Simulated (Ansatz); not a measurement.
# Preparing Al2O3 (R-3c) as a host crystal

Aim: the runs on the perfect crystal Al2O3 (R-3c) that a defect calculation needs first.

Calculated with Ansatz 0.2.0; plane-wave PAW DFT, PBE; relaxation of the defect-free supercell from random displacements, a test of the host's stability; PAW set soft_1.

## 1. The starting structure

The cell holds 80 atoms: 32 Al and 48 O. Its edges and angles: a = 10.361 Å, b = 10.361 Å, c = 10.361 Å, α = 55.3°, β = 55.3°, γ = 55.3°.

## 2. Defect free supercell relaxed from displaced atoms

The input displaces the atoms at random before the relaxation, so that it can leave a symmetric saddle if there is one.

pristine.rattled/input.yaml reads:

```yaml
crystal:
  lattice:
    - [4.8078835235, 2.7758328465, 8.7484141825]
    - [-4.8078835235, 2.7758328465, 8.7484141825]
    - [0.0, -5.5516656931, 8.7484141825]
  atoms:
    - { symbol: Al, position: [0.3239438534, 0.3239438534, 0.3239438534] }
    - { symbol: Al, position: [0.4260561466, 0.4260561466, 0.4260561466] }
    - { symbol: Al, position: [0.0739438534, 0.0739438534, 0.0739438534] }
    - { symbol: Al, position: [0.1760561466, 0.1760561466, 0.1760561466] }
    - { symbol: O, position: [0.2219254308, 0.0280745692, 0.375] }
    - { symbol: O, position: [0.4719254308, 0.125, 0.2780745692] }
    - { symbol: O, position: [0.0280745692, 0.375, 0.2219254308] }
    - { symbol: O, position: [0.375, 0.2219254308, 0.0280745692] }
    - { symbol: O, position: [0.125, 0.2780745692, 0.4719254308] }
    - { symbol: O, position: [0.2780745692, 0.4719254308, 0.125] }
    - { symbol: Al, position: [0.3239438534, 0.3239438534, 0.8239438534] }
    - { symbol: Al, position: [0.4260561466, 0.4260561466, 0.9260561466] }
    - { symbol: Al, position: [0.0739438534, 0.0739438534, 0.5739438534] }
    - { symbol: Al, position: [0.1760561466, 0.1760561466, 0.6760561466] }
    - { symbol: O, position: [0.2219254308, 0.0280745692, 0.875] }
    - { symbol: O, position: [0.4719254308, 0.125, 0.7780745692] }
    - { symbol: O, position: [0.0280745692, 0.375, 0.7219254308] }
    - { symbol: O, position: [0.375, 0.2219254308, 0.5280745692] }
    - { symbol: O, position: [0.125, 0.2780745692, 0.9719254308] }
    - { symbol: O, position: [0.2780745692, 0.4719254308, 0.625] }
    - { symbol: Al, position: [0.3239438534, 0.8239438534, 0.3239438534] }
    - { symbol: Al, position: [0.4260561466, 0.9260561466, 0.4260561466] }
    - { symbol: Al, position: [0.0739438534, 0.5739438534, 0.0739438534] }
    - { symbol: Al, position: [0.1760561466, 0.6760561466, 0.1760561466] }
    - { symbol: O, position: [0.2219254308, 0.5280745692, 0.375] }
    - { symbol: O, position: [0.4719254308, 0.625, 0.2780745692] }
    - { symbol: O, position: [0.0280745692, 0.875, 0.2219254308] }
    - { symbol: O, position: [0.375, 0.7219254308, 0.0280745692] }
    - { symbol: O, position: [0.125, 0.7780745692, 0.4719254308] }
    - { symbol: O, position: [0.2780745692, 0.9719254308, 0.125] }
    - { symbol: Al, position: [0.3239438534, 0.8239438534, 0.8239438534] }
    - { symbol: Al, position: [0.4260561466, 0.9260561466, 0.9260561466] }
    - { symbol: Al, position: [0.0739438534, 0.5739438534, 0.5739438534] }
    - { symbol: Al, position: [0.1760561466, 0.6760561466, 0.6760561466] }
    - { symbol: O, position: [0.2219254308, 0.5280745692, 0.875] }
    - { symbol: O, position: [0.4719254308, 0.625, 0.7780745692] }
    - { symbol: O, position: [0.0280745692, 0.875, 0.7219254308] }
    - { symbol: O, position: [0.375, 0.7219254308, 0.5280745692] }
    - { symbol: O, position: [0.125, 0.7780745692, 0.9719254308] }
    - { symbol: O, position: [0.2780745692, 0.9719254308, 0.625] }
    - { symbol: Al, position: [0.8239438534, 0.3239438534, 0.3239438534] }
    - { symbol: Al, position: [0.9260561466, 0.4260561466, 0.4260561466] }
    - { symbol: Al, position: [0.5739438534, 0.0739438534, 0.0739438534] }
    - { symbol: Al, position: [0.6760561466, 0.1760561466, 0.1760561466] }
    - { symbol: O, position: [0.7219254308, 0.0280745692, 0.375] }
    - { symbol: O, position: [0.9719254308, 0.125, 0.2780745692] }
    - { symbol: O, position: [0.5280745692, 0.375, 0.2219254308] }
    - { symbol: O, position: [0.875, 0.2219254308, 0.0280745692] }
    - { symbol: O, position: [0.625, 0.2780745692, 0.4719254308] }
    - { symbol: O, position: [0.7780745692, 0.4719254308, 0.125] }
    - { symbol: Al, position: [0.8239438534, 0.3239438534, 0.8239438534] }
    - { symbol: Al, position: [0.9260561466, 0.4260561466, 0.9260561466] }
    - { symbol: Al, position: [0.5739438534, 0.0739438534, 0.5739438534] }
    - { symbol: Al, position: [0.6760561466, 0.1760561466, 0.6760561466] }
    - { symbol: O, position: [0.7219254308, 0.0280745692, 0.875] }
    - { symbol: O, position: [0.9719254308, 0.125, 0.7780745692] }
    - { symbol: O, position: [0.5280745692, 0.375, 0.7219254308] }
    - { symbol: O, position: [0.875, 0.2219254308, 0.5280745692] }
    - { symbol: O, position: [0.625, 0.2780745692, 0.9719254308] }
    - { symbol: O, position: [0.7780745692, 0.4719254308, 0.625] }
    - { symbol: Al, position: [0.8239438534, 0.8239438534, 0.3239438534] }
    - { symbol: Al, position: [0.9260561466, 0.9260561466, 0.4260561466] }
    - { symbol: Al, position: [0.5739438534, 0.5739438534, 0.0739438534] }
    - { symbol: Al, position: [0.6760561466, 0.6760561466, 0.1760561466] }
    - { symbol: O, position: [0.7219254308, 0.5280745692, 0.375] }
    - { symbol: O, position: [0.9719254308, 0.625, 0.2780745692] }
    - { symbol: O, position: [0.5280745692, 0.875, 0.2219254308] }
    - { symbol: O, position: [0.875, 0.7219254308, 0.0280745692] }
    - { symbol: O, position: [0.625, 0.7780745692, 0.4719254308] }
    - { symbol: O, position: [0.7780745692, 0.9719254308, 0.125] }
    - { symbol: Al, position: [0.8239438534, 0.8239438534, 0.8239438534] }
    - { symbol: Al, position: [0.9260561466, 0.9260561466, 0.9260561466] }
    - { symbol: Al, position: [0.5739438534, 0.5739438534, 0.5739438534] }
    - { symbol: Al, position: [0.6760561466, 0.6760561466, 0.6760561466] }
    - { symbol: O, position: [0.7219254308, 0.5280745692, 0.875] }
    - { symbol: O, position: [0.9719254308, 0.625, 0.7780745692] }
    - { symbol: O, position: [0.5280745692, 0.875, 0.7219254308] }
    - { symbol: O, position: [0.875, 0.7219254308, 0.5280745692] }
    - { symbol: O, position: [0.625, 0.7780745692, 0.9719254308] }
    - { symbol: O, position: [0.7780745692, 0.9719254308, 0.625] }
basis:
  ecutwfc: 420
  xc_grid: 2
hamiltonian:
  xc: pbe
  pseudopotentials: { kind: paw, azcp: { folder: soft_1 } }
kpoints:
  mp_grid: { grid: [1, 1, 1] }
scf:
  occupations: { method: fermi_dirac, width: 0.01 }
  max_iter: 100
  lower_state_search: "off"
output:
  forces: true
relax:
  f_tol: 0.015
  max_steps: 120
  random_displacement: { amplitude: 0.06, seed: 9071 }
checkpoint:
  write: "../pristine.rattled.run"
  compress: false
  write_wavefunctions: false
  write_every: 100000
```

Command:

```
> ansatz run input.yaml --threads 8 --pin off --max-ram 15073MiB --backend cpu --events-out ev --progress --plain --runs-dir out
```

Numbers of over 12 decimals in the logs are rounded to 6 here.

The log of the run:

```text
[... repeated set-up lines and file paths are left out, and long positions are rounded to six places ...]
Engine: ansatz 0.2.0, x86_64-unknown-linux-gnu
Pseudopotentials: kind: paw
Pseudopotential: Al, paw, valence charge 3, recommended cutoff 420 eV (normal), soft_1/Al.paw.azcp
Pseudopotential: O, paw, valence charge 6, recommended cutoff 420 eV (normal), soft_1/O.paw.azcp
Functional definition: PBE
  parameter kappa = 0.804
  parameter beta = 0.066725
  exchange = pbe_x(kappa = kappa, mu = beta*pi^2/3)
  correlation = pbe_c(beta = beta)
Crystal: 80 atoms, lattice volume = 700.532 Å³
Basis set: ecut = 420 eV, 13721 PW (Γ), exchange–correlation on 144×144×144 points (8 copies of the dense FFT grid, shifted against one another)
Bands: 272, of which v1, the nominal top of the filled ones, is band 192 counted from 1 (191 counted from 0)
Symmetry: 1 space group operations
k-points: 1
Non-local potential: Al, projectors of the file, l = 0: 2, l = 1: 2, l = 2: 1
Non-local potential: O, projectors of the file, l = 0: 2, l = 1: 2, l = 2: 1
PAW form: soft (Blöchl's): semilocal exchange-correlation on the pseudo side does not see the compensation charge
PAW one-centre angular grid: Al, 110 points (default); XC on 64 Gauss nodes
PAW one-centre angular grid: O, 110 points (default); XC on 64 Gauss nodes
Initial density: superposition of atomic densities (chi_scale 0.1, normalization cell, long waves kept (reshape's long-wave potential 0.04 eV rms))
Initial wavefunctions: pseudopotential atomic-orbital guess
Functional: x = pbe(κ = 0.804, μ = 0.219515), c = pbe(β = 0.066725)
SCF iter   1: F=—  HF=-44583.487837 eV  |F-HF|=—  |Δ(HF+E_count)|=         —  Δρ=1.29e-1  dr2=1.10e2  ethr=3.10e-3  ⟨swp⟩=6.0  Hψ=1151  notcnv=0  defer=42
preconditioner: auto → Resta (q_TF=auto, 2.468 Å⁻¹)  ε∞=3.3  [insulator: Δε(μ)=6.626 eV  Ē_g=18.091 eV  σ=0.010 eV  W_gap=1.00  n_scr=174 (ndim 8)  ℏωp=27.5 eV  f_vac=0.000  D(μ)=0.00/eV (n_scr^D=0)  ε∞_Penn≈3.3]
SCF iter   2: F=—  HF=-44555.031032 eV  |F-HF|=—  |Δ(HF+E_count)|=    2.85e1  Δρ=4.30e-2  dr2=6.33e0  ethr=3.10e-3  ⟨swp⟩=3.0  Hψ=512  notcnv=0  defer=76
SCF iter   3: F=—  HF=-44554.269422 eV  |F-HF|=—  |Δ(HF+E_count)|=   7.62e-1  Δρ=2.20e-2  dr2=1.94e0  ethr=1.65e-3  ⟨swp⟩=2.0  Hψ=200  notcnv=0  defer=76
SCF iter   4: F=—  HF=-44554.246602 eV  |F-HF|=—  |Δ(HF+E_count)|=   2.28e-2  Δρ=1.82e-3  dr2=1.30e-2  ethr=5.05e-4  ⟨swp⟩=3.0  Hψ=392  notcnv=0  defer=76
SCF iter   5: F=—  HF=-44554.257676 eV  |F-HF|=—  |Δ(HF+E_count)|=   1.11e-2  Δρ=1.10e-3  dr2=5.95e-3  ethr=3.39e-6  ⟨swp⟩=4.0  Hψ=396  notcnv=0  defer=76
SCF iter   6: F=—  HF=-44554.257992 eV  |F-HF|=—  |Δ(HF+E_count)|=   3.16e-4  Δρ=1.95e-4  dr2=2.60e-4  ethr=1.55e-6  ⟨swp⟩=2.0  Hψ=391  notcnv=0  defer=76
SCF iter   7: F=—  HF=-44554.258726 eV  |F-HF|=—  |Δ(HF+E_count)|=   7.34e-4  Δρ=7.92e-5  dr2=3.70e-5  ethr=6.76e-8  ⟨swp⟩=2.0  Hψ=421  notcnv=0  defer=76
SCF iter   8: F=—  HF=-44554.258739 eV  |F-HF|=—  |Δ(HF+E_count)|=   1.31e-5  Δρ=5.71e-5  dr2=1.59e-5  ethr=1.46e-9  ⟨swp⟩=5.0  Hψ=812  notcnv=0
SCF iter   9: F=-44554.258736 eV  HF=-44554.258736 eV  |F-HF|=1.11e-7  |Δ(HF+E_count)|=   3.16e-6  Δρ=6.09e-6  dr2=1.65e-7  ethr=1.46e-9  ⟨swp⟩=3.0  Hψ=855  notcnv=0
SCF 1 converged in 9 iterations: F = -44554.258736 eV  dr2 = 1.65e-7
  greatest PAW one-centre occupation: 0.859 electrons in one spin orbital (limit 2), on the O atom at site 17 (counted from 0), in its partial waves of l = 0
relax step   1: F+E_penalty+E_count = -44554.25873622 eV  Δ(F+E_penalty+E_count) = +0.000e0 eV  max|allowed force component| = 1.882e0 eV/Å  Δτ_max = 0.0000 Å  (9 SCF iters, dr2 threshold 5.63e-6 eV, accepted)
[...]
relax step   2: F+E_penalty+E_count = -44555.88018312 eV  Δ(F+E_penalty+E_count) = -1.621e0 eV  max|allowed force component| = 1.229e0 eV/Å  Δτ_max = 0.0595 Å  (5 SCF iters, dr2 threshold 1.00e-4 eV, accepted)
relax step   3: F+E_penalty+E_count = -44556.80721318 eV  Δ(F+E_penalty+E_count) = -9.270e-1 eV  max|allowed force component| = 2.232e-2 eV/Å  Δτ_max = 0.0663 Å  (5 SCF iters, dr2 threshold 9.45e-5 eV, accepted)
relax step   4: F+E_penalty+E_count = -44556.80722358 eV  Δ(F+E_penalty+E_count) = -1.040e-5 eV  max|allowed force component| = 2.263e-2 eV/Å  Δτ_max = 0.0000 Å  (4 SCF iters, accepted)
[...]
relax step   5: F+E_penalty+E_count = -44556.80771598 eV  Δ(F+E_penalty+E_count) = -4.924e-4 eV  max|allowed force component| = 5.363e-4 eV/Å  Δτ_max = 0.0026 Å  (5 SCF iters, accepted)
SCF converged after 5 iterations
Free energy (F): -44556.807716 eV
Harris-Foulkes:  -44556.807716 eV  (|F-HF|=3.78e-10)
Internal energy: -44556.807716 eV  (E = F + TS)
E sigma→0 (E₀):  -44556.807716 eV
Fermi energy:    10.264669 eV
--- Per-component energies (eV) ---
  E_band       = 413.833591
  E_kinetic    = 9092.889448
  E_local      = -15927.889907  (includes V_loc(G=0)·N_el)
  E_nonlocal   = 2801.371567
  E_hartree    = 6053.097517
  E_xc         = -4726.540157
  E_vxc        = -5433.948492  (∫ρ·V_xc dr)
  E_paw        = -22857.435224  (= ΣΔE_a)
  E_vpaw       = -2224.818388  (= ΣTr[D̂ρ^β])
  E_aug_tail   = 0.037977  (compensation charges beyond the density's cutoff)
  E_ewald      = -18992.338938
  E_smearing   = -0.000000  (= −TS)
  E_closure    = -0.000000  (closes the sum)
  Σ components = -44556.807716   (vs F -44556.807716, Δ=0.00e0)
--- Forces (eV/Å), atoms counted from 1 ---
  atom   1  Al    -0.00029552     0.00032240    -0.00022328
  atom   2  Al    -0.00004994    -0.00000059     0.00011773
  atom   3  Al    -0.00026291    -0.00005798     0.00011500
  atom   4  Al     0.00015254    -0.00019741    -0.00001966
  atom   5  O     -0.00031618     0.00007501     0.00024919
  atom   6  O      0.00009654    -0.00000330     0.00007367
  atom   7  O      0.00009789    -0.00006080     0.00002960
  atom   8  O     -0.00023477    -0.00018380    -0.00008413
  atom   9  O      0.00005184    -0.00025040     0.00033022
  atom  10  O      0.00001787    -0.00000102    -0.00026792
  atom  11  Al    -0.00010056    -0.00024117    -0.00014441
  atom  12  Al    -0.00009769    -0.00000181    -0.00020252
  atom  13  Al    -0.00002140    -0.00019506    -0.00020489
  atom  14  Al     0.00006844     0.00020807    -0.00015494
  atom  15  O      0.00002220    -0.00002681     0.00001588
  atom  16  O     -0.00011919     0.00004636     0.00004739
  atom  17  O      0.00010476    -0.00006936     0.00012486
  atom  18  O     -0.00007821    -0.00012252     0.00029838
  atom  19  O     -0.00032093     0.00005659     0.00015499
  atom  20  O     -0.00005260    -0.00034505     0.00000533
  atom  21  Al     0.00024572    -0.00021950    -0.00037637
  atom  22  Al    -0.00032945     0.00031838    -0.00044698
  atom  23  Al     0.00022172    -0.00025669     0.00011149
  atom  24  Al     0.00014940    -0.00014815    -0.00008158
[...]
atom  73  Al    -0.00004703     0.00025686    -0.00017374
  atom  74  Al     0.00030139    -0.00017798     0.00003923
  atom  75  O      0.00016477    -0.00001468     0.00022790
  atom  76  O     -0.00009564    -0.00022570    -0.00013485
  atom  77  O      0.00006820     0.00012178    -0.00023068
  atom  78  O      0.00014406     0.00013797    -0.00031342
  atom  79  O     -0.00016518    -0.00003017    -0.00019745
  atom  80  O     -0.00006363    -0.00001488     0.00002607
  max |Σ_I F_I| component: 8.87e-6 eV/Å
--- Relaxed structure (5 steps of the walk, 5 accepted, 0 SCFs on fresh bases) ---
  F+E_penalty+E_count = -44556.80771598 eV   max|allowed force component| = 5.363e-4 eV/Å
  atoms:
    - { symbol: Al, position: [0.324369, 0.323211, 0.324093] }
    - { symbol: Al, position: [0.426526, 0.425377, 0.426242] }
    - { symbol: Al, position: [0.074371, 0.073209, 0.074089] }
    - { symbol: Al, position: [0.176529, 0.175376, 0.176240] }
    - { symbol: O, position: [0.222222, 0.027519, 0.375163] }
    - { symbol: O, position: [0.472220, 0.124293, 0.278396] }
    - { symbol: O, position: [0.028675, 0.374295, 0.221934] }
    - { symbol: O, position: [0.375453, 0.221064, 0.028394] }
    - { symbol: O, position: [0.125447, 0.277521, 0.471934] }
    - { symbol: O, position: [0.278676, 0.471065, 0.125170] }
    - { symbol: Al, position: [0.324376, 0.323215, 0.824083] }
    - { symbol: Al, position: [0.426527, 0.425370, 0.926251] }
    - { symbol: Al, position: [0.074372, 0.073215, 0.574083] }
    - { symbol: Al, position: [0.176522, 0.175373, 0.676249] }
    - { symbol: O, position: [0.222217, 0.027520, 0.875168] }
    - { symbol: O, position: [0.472220, 0.124292, 0.778394] }
    - { symbol: O, position: [0.028675, 0.374296, 0.721937] }
    - { symbol: O, position: [0.375445, 0.221065, 0.528393] }
    - { symbol: O, position: [0.125454, 0.277518, 0.971935] }
    - { symbol: O, position: [0.278681, 0.471068, 0.625163] }
    - { symbol: Al, position: [0.324368, 0.823222, 0.324087] }
    - { symbol: Al, position: [0.426532, 0.925368, 0.426250] }
    - { symbol: Al, position: [0.074367, 0.573218, 0.074085] }
    - { symbol: Al, position: [0.176528, 0.675370, 0.176247] }
    - { symbol: O, position: [0.222218, 0.527524, 0.375169] }
    - { symbol: O, position: [0.472218, 0.624299, 0.278392] }
    - { symbol: O, position: [0.028676, 0.874288, 0.221942] }
    - { symbol: O, position: [0.375448, 0.721062, 0.028395] }
    - { symbol: O, position: [0.125445, 0.777525, 0.471942] }
    - { symbol: O, position: [0.278679, 0.971064, 0.125164] }
    - { symbol: Al, position: [0.324366, 0.823212, 0.824090] }
    - { symbol: Al, position: [0.426525, 0.925374, 0.926243] }
    - { symbol: Al, position: [0.074369, 0.573217, 0.574092] }
    - { symbol: Al, position: [0.176531, 0.675373, 0.676247] }
    - { symbol: O, position: [0.222223, 0.527520, 0.875168] }
    - { symbol: O, position: [0.472220, 0.624290, 0.778397] }
    - { symbol: O, position: [0.028677, 0.874294, 0.721940] }
    - { symbol: O, position: [0.375449, 0.721067, 0.528397] }
    - { symbol: O, position: [0.125445, 0.777522, 0.971938] }
    - { symbol: O, position: [0.278674, 0.971067, 0.625166] }
    - { symbol: Al, position: [0.824368, 0.323211, 0.324087] }
    - { symbol: Al, position: [0.926527, 0.425370, 0.426243] }
    - { symbol: Al, position: [0.574371, 0.073213, 0.074092] }
    - { symbol: Al, position: [0.676528, 0.175374, 0.176245] }
[...]
- { symbol: Al, position: [0.824365, 0.323220, 0.824085] }
    - { symbol: Al, position: [0.926531, 0.425369, 0.926247] }
    - { symbol: Al, position: [0.574365, 0.073218, 0.574086] }
    - { symbol: Al, position: [0.676529, 0.175366, 0.676247] }
[...]
- { symbol: Al, position: [0.824373, 0.823213, 0.324088] }
    - { symbol: Al, position: [0.926523, 0.925373, 0.426251] }
    - { symbol: Al, position: [0.574371, 0.573214, 0.074084] }
    - { symbol: Al, position: [0.676524, 0.675370, 0.176250] }
[...]
- { symbol: O, position: [0.625450, 0.777521, 0.471941] }
    - { symbol: O, position: [0.778677, 0.971066, 0.125167] }
    - { symbol: Al, position: [0.824371, 0.823211, 0.824092] }
    - { symbol: Al, position: [0.926524, 0.925377, 0.926244] }
    - { symbol: Al, position: [0.574370, 0.573208, 0.574093] }
    - { symbol: Al, position: [0.676524, 0.675378, 0.676243] }
    - { symbol: O, position: [0.722218, 0.527523, 0.875163] }
    - { symbol: O, position: [0.972225, 0.624290, 0.778397] }
    - { symbol: O, position: [0.528672, 0.874296, 0.721940] }
    - { symbol: O, position: [0.875446, 0.721067, 0.528400] }
    - { symbol: O, position: [0.625449, 0.777521, 0.971937] }
    - { symbol: O, position: [0.778675, 0.971064, 0.625170] }
```

The job ended after 11 s (8 threads of Intel Xeon Platinum 8375C at 2.90GHz (Ice Lake), shared host; peak memory 1.1 GiB).

The steps of the relaxation:

| step | energy less that of the first step (eV) | largest force component (eV/Å) |
| --- | --- | --- |
| 1 | 0.0000 | 1.8818 |
| 2 | -1.6214 | 1.2294 |
| 3 | -2.5485 | 0.0223 |
| 4 | -2.5485 | 0.0226 |
| 5 | -2.5490 | 0.0005 |

The relaxation ends 32 meV an atom lower than the displaced start, with a largest force component of 5.4e-4 eV/Å.

## 3. Summary of results

| Property | Result |
| --- | --- |
| symmetric supercell less the displaced and relaxed one | 0.000 eV |

What this shows: The energy fell by 2.549 eV from the randomly displaced start; the atoms end within 0.005 Å of the sites as typed, once the mean shift is taken out. The displaced cell ends within 0.01 eV of the symmetric one, so no lower structure shows in this supercell. All at zero temperature.

[Logs are printed without paths, hosts, clocks, repeated set-up lines and the standing remarks that a program may print on its own settings, such as how far it seeks lower states.]

[Hosts, paths, dates, database ids (printed as entryN), source tags and the programs' standing remarks are cut or masked in the printed files.]

[Runs of the host that timed out are not shown.]

[For some hosts the program warned that the k-mesh of the response run may be too coarse for force constants and the static dielectric constant; such warnings are not always shown.]
